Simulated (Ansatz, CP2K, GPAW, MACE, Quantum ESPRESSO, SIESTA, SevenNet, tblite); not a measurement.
**Amorphous Zn12Cd27Se39 (78 atoms) in Quantum ESPRESSO**

Aim: run amorphous Zn12Cd27Se39 (78 atoms) in Quantum ESPRESSO and see how near its forces come to a plane-wave reference, and at what cost.

Method: the method is named at each step, in Quantum ESPRESSO 7.5.

## 1. Set-up

The cell holds 78 atoms: 12 Zn, 27 Cd and 39 Se. Its edges and angles: a = 12.774 Å, b = 12.774 Å, c = 12.774 Å, α = 90.0°, β = 90.0°, γ = 90.0°. 78 atoms (12 Zn, 27 Cd, 39 Se) placed at random at 5.5 g/cm³, melted at 2500 K for 10 ps at fixed volume with the Stillinger-Weber II-VI potential (Zhou et al., Phys. Rev. B 88, 085309 (2013)). Quenched from 2500 K to 100 K at 50 K/ps and fixed volume, held 5 ps. Then every atom was moved at random, 0.02 Å r.m.s. a Cartesian component.

The yardstick, on the same geometry:

| Item | Value |
| --- | --- |
| method | Kohn-Sham DFT, PBE, PAW, plane waves (Ansatz 0.2.0); cutoff 420 eV, Γ point, fermi-dirac smearing of 0.05 eV; PAW set soft_2 |
| r.m.s. force component | 0.409 eV/Å |
| longest force | 1.638 eV/Å |
| pressure | 1.16 GPa |
| SCF cycles | 16 |
| time | 89 s on 4 threads of Arm Neoverse V2, shared host |
| CPU time | 5.8 min |

## 2. PBE, sssp-1.3.0-efficiency, 45/360 Ry

Method: Kohn-Sham DFT, PBE, SSSP efficiency 1.3.0 pseudopotentials, plane waves.

Input file pw.in:

```
&control
  calculation = 'scf'
  pseudo_dir = './pseudo'
  outdir = './tmp'
  disk_io = 'none'
  tprnfor = .true.
  tstress = .true.
/
&system
  ibrav = 0
  nat = 78
  ntyp = 3
  ecutwfc = 45
  ecutrho = 360
  nosym = .true.
  occupations = 'smearing'
  smearing = 'fd'
  degauss = 0.003675
/
&electrons
  conv_thr = 3.9e-07
  electron_maxstep = 100
  mixing_beta = 0.4
  mixing_mode = 'plain'
  diagonalization = 'david'
/
ATOMIC_SPECIES
Zn 65.380 Zn.upf
Cd 112.414 Cd.upf
Se 78.971 Se.upf
CELL_PARAMETERS angstrom
12.77450 0.00000 0.00000
0.00000 12.77450 0.00000
0.00000 0.00000 12.77450
ATOMIC_POSITIONS crystal
Zn 0.70639 0.74669 0.35816
Zn 0.53604 0.34875 0.87578
Zn 0.76131 0.10277 0.79403
Zn 0.54172 0.06218 0.29426
Zn 0.19438 0.44026 0.63789
Zn 0.01165 0.30381 0.89261
Zn 0.80935 0.03990 0.43292
Zn 0.50937 0.04361 0.97510
Zn 0.45821 0.81853 0.18836
Zn 0.39987 0.29234 0.14898
Zn 0.20978 0.46108 0.30590
Zn 0.01923 0.97093 0.87214
Cd 0.54850 0.42573 0.36719
Cd 0.52539 0.71324 0.88452
Cd 0.75360 0.89381 0.08432
Cd 0.32279 0.18527 0.45112
Cd 0.78128 0.79591 0.75040
Cd 0.86213 0.52140 0.52816
Cd 0.73512 0.24410 0.08184
Cd 0.19953 0.08704 0.14399
Cd 0.37181 0.70893 0.44088
Cd 0.26799 0.19210 0.84918
Cd 0.41005 0.62369 0.14275
Cd 0.53575 0.92158 0.58135
Cd 0.62059 0.55699 0.11766
Cd 0.11534 0.98299 0.35074
Cd 0.24056 0.70989 0.71609
Cd 0.01483 0.25706 0.29053
Cd 0.06051 0.15563 0.62410
Cd 0.79418 0.50541 0.83213
Cd 0.62085 0.24709 0.58723
Cd 0.13755 0.74786 0.21923
Cd 0.03349 0.64092 0.82017
Cd 0.92183 0.52848 0.14780
Cd 0.25976 0.85983 0.96433
Cd 0.01367 0.82066 0.54714
Cd 0.24968 0.50823 0.96847
Cd 0.29034 0.92834 0.66807
Cd 0.56660 0.56759 0.63252
Se 0.77670 0.69374 0.17103
Se 0.86395 0.85347 0.40525
Se 0.30946 0.96949 0.45650
Se 0.27491 0.87919 0.15598
Se 0.36965 0.33349 0.96555
Se 0.54216 0.86130 0.36454
Se 0.59239 0.76216 0.70436
Se 0.34609 0.57774 0.60590
Se 0.55557 0.86521 0.03038
Se 0.73360 0.04729 0.23852
Se 0.25417 0.26291 0.64624
Se 0.77468 0.38953 0.66225
Se 0.90622 0.43122 0.32280
Se 0.92262 0.67887 0.65563
Se 0.93972 0.14445 0.14067
Se 0.13131 0.55028 0.14873
Se 0.43843 0.10521 0.14391
[... 18 atom lines left out ...]
Se 0.61640 0.52426 0.91214
Se 0.16226 0.73058 0.42365
Se 0.97837 0.88726 0.18145
Se 0.05822 0.80491 0.95837
K_POINTS gamma
```

The run is started by

```console
$ OMP_NUM_THREADS=1 pw.x -in pw.in > output.txt
```

Output:

```text
Program PWSCF
     gamma-point specific algorithms are used
     sticks:   dense  smooth     PW     G-vecs:    dense   smooth      PW
     Sum       16677    8349   2085              1622677   573731   71711
     bravais-lattice index     =            0
     lattice parameter (alat)  =      24.1403  a.u.
     unit-cell volume          =   14067.8696 (a.u.)^3
     number of atoms/cell      =           78
     number of atomic types    =            3
     number of electrons       =       798.00
     number of Kohn-Sham states=          479
     kinetic-energy cutoff     =      45.0000  Ry
     charge density cutoff     =     360.0000  Ry
     scf convergence threshold =      3.9E-07
     mixing beta               =       0.4000
     number of iterations used =            8  plain     mixing
     Exchange-correlation= SLA  PW   PBE  PBE
                           (   1   4   3   4   0   0   0)
     crystal axes: (cart. coord. in units of alat)
               a(1) = (   1.000000   0.000000   0.000000 )
               a(2) = (   0.000000   1.000000   0.000000 )
               a(3) = (   0.000000   0.000000   1.000000 )
     reciprocal axes: (cart. coord. in units 2 pi/alat)
               b(1) = (  1.000000  0.000000  0.000000 )
               b(2) = (  0.000000  1.000000  0.000000 )
               b(3) = (  0.000000  0.000000  1.000000 )
     PseudoPot. # 1 for Zn:
     Pseudo is Ultrasoft, Zval = 20.0
     PseudoPot. # 2 for Cd:
     Pseudo is Ultrasoft + core correction, Zval = 12.0
     PseudoPot. # 3 for Se:
     Pseudo is Ultrasoft + core correction, Zval =  6.0
     atomic species   valence    mass     pseudopotential
     Zn               20.00    65.38000     Zn( 1.00)
     Cd               12.00   112.41400     Cd( 1.00)
     Se                6.00    78.97100     Se( 1.00)
     No symmetry found
   Cartesian axes
     number of k points=     1  Fermi-Dirac smearing, width (Ry)=  0.0037
                       cart. coord. in units 2pi/alat
        k(    1) = (   0.0000000   0.0000000   0.0000000), wk =   2.0000000
     Dense  grid:   811339 G-vectors     FFT dimensions: ( 150, 150, 150)
     Smooth grid:   286866 G-vectors     FFT dimensions: ( 108, 108, 108)
     Initial potential from superposition of free atoms
     starting charge     797.8637, renormalised to     798.0000
     Starting wfcs are  555 randomized atomic wfcs
     Self-consistent Calculation
     iteration #  1     ecut=    45.00 Ry     beta= 0.40
     Threshold (ethr) on eigenvalues was too large:
     Diagonalizing with lowered threshold
     total energy              =  -10540.82911394 Ry
     estimated scf accuracy    <       3.42835185 Ry
     iteration #  2     ecut=    45.00 Ry     beta= 0.40
     total energy              =  -10540.80344965 Ry
     estimated scf accuracy    <       4.10371068 Ry
     iteration #  3     ecut=    45.00 Ry     beta= 0.40
     total energy              =  -10541.37400514 Ry
     estimated scf accuracy    <       3.65778923 Ry
     iteration #  4     ecut=    45.00 Ry     beta= 0.40
     total energy              =  -10541.59845540 Ry
     estimated scf accuracy    <       0.70602284 Ry
     iteration #  5     ecut=    45.00 Ry     beta= 0.40
     total energy              =  -10541.63928563 Ry
     estimated scf accuracy    <       0.48756351 Ry
     iteration #  6     ecut=    45.00 Ry     beta= 0.40
     total energy              =  -10541.66259137 Ry
     estimated scf accuracy    <       0.18454838 Ry
[...]
c_bands:  1 eigenvalues not converged
[...]
c_bands:  1 eigenvalues not converged
[...]
c_bands:  1 eigenvalues not converged
[...]
total energy              =  -10541.68009996 Ry
[...]
iteration # 18     ecut=    45.00 Ry     beta= 0.40
     total energy              =  -10541.68010041 Ry
     estimated scf accuracy    <       0.00000111 Ry
     iteration # 19     ecut=    45.00 Ry     beta= 0.40
     total energy              =  -10541.68010053 Ry
     estimated scf accuracy    <       0.00000234 Ry
     iteration # 20     ecut=    45.00 Ry     beta= 0.40
     End of self-consistent calculation
          k = 0.0000 0.0000 0.0000 ( 35856 PWs)   bands (ev):
  -120.0452-119.9043-119.8750-119.8576-119.8113-119.8025-119.7945-119.7632
  -119.7390-119.7377-119.7329-119.6612 -74.2377 -74.2022 -74.1904 -74.0839
   -74.0714 -74.0620 -74.0613 -74.0396 -74.0352 -74.0311 -74.0233 -74.0196
   -73.9960 -73.9806 -73.9785 -73.9744 -73.9698 -73.9627 -73.9623 -73.9589
   -73.9504 -73.9459 -73.9338 -73.9254 -73.9239 -73.9171 -73.9155 -73.9138
   -73.9009 -73.8983 -73.8897 -73.8894 -73.8776 -73.8420 -73.8265 -73.8190
    -7.6161  -7.5164  -7.4552  -7.3042  -7.2833  -7.2290  -7.2083  -7.1624
    -7.1035  -7.0571  -7.0371  -7.0179  -6.9944  -6.9727  -6.9624  -6.9240
[...]
10.0488  10.1187  10.1762  10.2295  10.2647  10.3139  10.3516  10.4393
    10.4857  10.5112  10.5605  10.6227  10.6539  10.6919  10.7342  10.7423
    10.7770  10.8826  10.9144  10.9301  10.9677  10.9831  11.0401  11.0799
    11.1056  11.1973  11.2298  11.2771  11.3337  11.3439  11.3612
     the Fermi energy is     6.1264 ev
!    total energy              =  -10541.68010057 Ry
     estimated scf accuracy    <       0.00000019 Ry
     smearing contrib. (-TS)   =      -0.01807190 Ry
     internal energy E=F+TS    =  -10541.66202867 Ry
     The total energy is F=E-TS. E is the sum of the following terms:
     one-electron contribution =   -7770.96231929 Ry
     hartree contribution      =    4333.47916559 Ry
     xc contribution           =   -2822.33061708 Ry
     ewald contribution        =   -4281.84825789 Ry
     convergence has been achieved in  20 iterations
     Forces acting on atoms (cartesian axes, Ry/au):
     atom    1 type  1   force =     0.00851522   -0.00242840   -0.01368343
     atom    2 type  1   force =     0.00407745    0.00503386   -0.01983205
     atom    3 type  1   force =    -0.00012565   -0.00296429    0.00322139
     atom    4 type  1   force =     0.02929818   -0.00765430   -0.00509439
     atom    5 type  1   force =    -0.00014096    0.01280626   -0.02876218
     atom    6 type  1   force =    -0.01721514   -0.00678721    0.00339663
[...]
atom   76 type  3   force =    -0.00690553    0.00013238    0.01193280
     atom   77 type  3   force =     0.02720584   -0.01260088    0.01386145
     atom   78 type  3   force =    -0.00420679   -0.01961169   -0.00545966
     Total force =     0.245573     Total SCF correction =     0.001965
     Computing stress (Cartesian axis) and pressure
          total   stress  (Ry/bohr**3)                   (kbar)     P=        6.71
   0.00005707  -0.00002661   0.00001105            8.39       -3.91        1.62
  -0.00002661   0.00002647  -0.00003713           -3.91        3.89       -5.46
   0.00001105  -0.00003713   0.00005321            1.62       -5.46        7.83
     Message from routine punch:
     Nothing written, as per user request (disk_io='none')
```

It took 28 min on 1 thread of Arm Neoverse V2, shared host; peak memory 4.9 GiB.

Banners, paths, timers and routine set-up lines are dropped from the logs unmarked, and long logs keep their key lines alone; longer cuts are marked.

Against the reference:

| Quantity | Value |
| --- | --- |
| r.m.s. force component | 0.4128 eV/Å |
| r.m.s. difference of force components | 7.199 meV/Å |
| longest difference of force vectors | 24.27 meV/Å |
| force difference over r.m.s. force | 1.76 % |
| slope of forces against the reference's | 1.009 |
| correlation of force components | 0.9999 |
| pressure | 0.6703 GPa |
| pressure difference | -0.4893 GPa |

Length of the force difference by element (eV/Å):

| element | atoms | mean | most |
| --- | --- | --- | --- |
| Cd | 27 | 0.012 | 0.023 |
| Se | 39 | 0.012 | 0.024 |
| Zn | 12 | 0.0088 | 0.015 |

A closer look about Cd22, picked at random: 13 atoms, nearest first, numbered in the order of the input, with positions taken from that point.

| atom | x | y | z | distance (Å) | bonds | Fx | Fy | Fz (eV/Å) |
| --- | --- | --- | --- | --- | --- | --- | --- | --- |
| Cd22 | 0.00 | 0.00 | 0.00 | 0.00 | 4 | 0.01 | 0.24 | -0.35 |
| Se67 | 1.08 | -2.37 | 0.12 | 2.61 | 4 | 0.67 | 0.00 | -0.63 |
| Se58 | -2.16 | -0.79 | 1.35 | 2.67 | 4 | -0.19 | 0.46 | 0.33 |
| Se44 | 1.30 | 1.81 | 1.49 | 2.68 | 4 | -0.63 | 0.48 | 0.30 |
| Se50 | -0.18 | 0.90 | -2.59 | 2.75 | 4 | -0.61 | -0.84 | -0.14 |
| Zn6 | -3.27 | 1.43 | 0.55 | 3.61 | 4 | -0.44 | -0.17 | 0.09 |
| Cd29 | -2.65 | -0.47 | -2.88 | 3.94 | 4 | 0.46 | 0.82 | -0.06 |
| Se73 | -1.97 | 3.40 | -0.38 | 3.95 | 4 | 0.09 | -0.55 | -0.23 |
| Zn8 | 3.08 | -1.90 | 1.61 | 3.96 | 4 | -0.10 | 0.04 | -0.01 |
| Zn2 | 3.42 | 2.00 | 0.34 | 3.98 | 4 | 0.10 | 0.13 | -0.51 |
| Se57 | 2.80 | 2.19 | -2.02 | 4.09 | 3 | 0.41 | 0.44 | -0.13 |
| Cd20 | -0.87 | -1.34 | 3.77 | 4.09 | 4 | 0.17 | 0.01 | -0.13 |
| Cd38 | 0.29 | -3.37 | -2.31 | 4.10 | 3 | 0.09 | 0.28 | -0.39 |

Forces lie 1.8 % from the reference's, at 4.8 times its CPU time (on 1 against 4 cores).

## 3. Summary of results

```json
{"force difference from the reference": "QE PBE, sssp-1.3.0-efficiency, 45/360 Ry, 1.8 %", "its CPU time": "28 min"}
```

**Reading.** PBE on plane waves or a grid with other potentials, cutoffs or grids differs from the reference by 1.8 % (QE PBE, sssp-1.3.0-efficiency, 45/360 Ry) of the r.m.s. force; this holds the reference's own error, so differences of a few per cent don't tell which side is nearer the exact PBE result (QE's 45 Ry are 612 eV, against the reference's 420 eV). The potentials hold different valence shells: 1308 electrons in the reference, 798 in Quantum ESPRESSO with SSSP; this bears on time and differences. The quench rate of 50 K/ps is many orders above laboratory rates, so the cell is likely richer in defects and strain than a real sample. The network of bonds at the start is that of the classical potential that made the cell, and needn't be the one that DFT or experiment would give. The electronic-structure runs sample only Γ, in a cell whose shortest periodic width is 13 Å, which is coarse for a cell with partly filled levels.

[Also dropped from logs without a mark: logging warnings of Python, and SIESTA's first energy breakdown and zero terms.]

[Logs are printed without paths, hosts, clocks, repeated set-up lines and the standing remarks that a program may print on its own settings, such as how far it seeks lower states.]

[Hosts, paths, dates, database ids (printed as entryN), source tags and the programs' standing remarks are cut or masked in the printed files.]
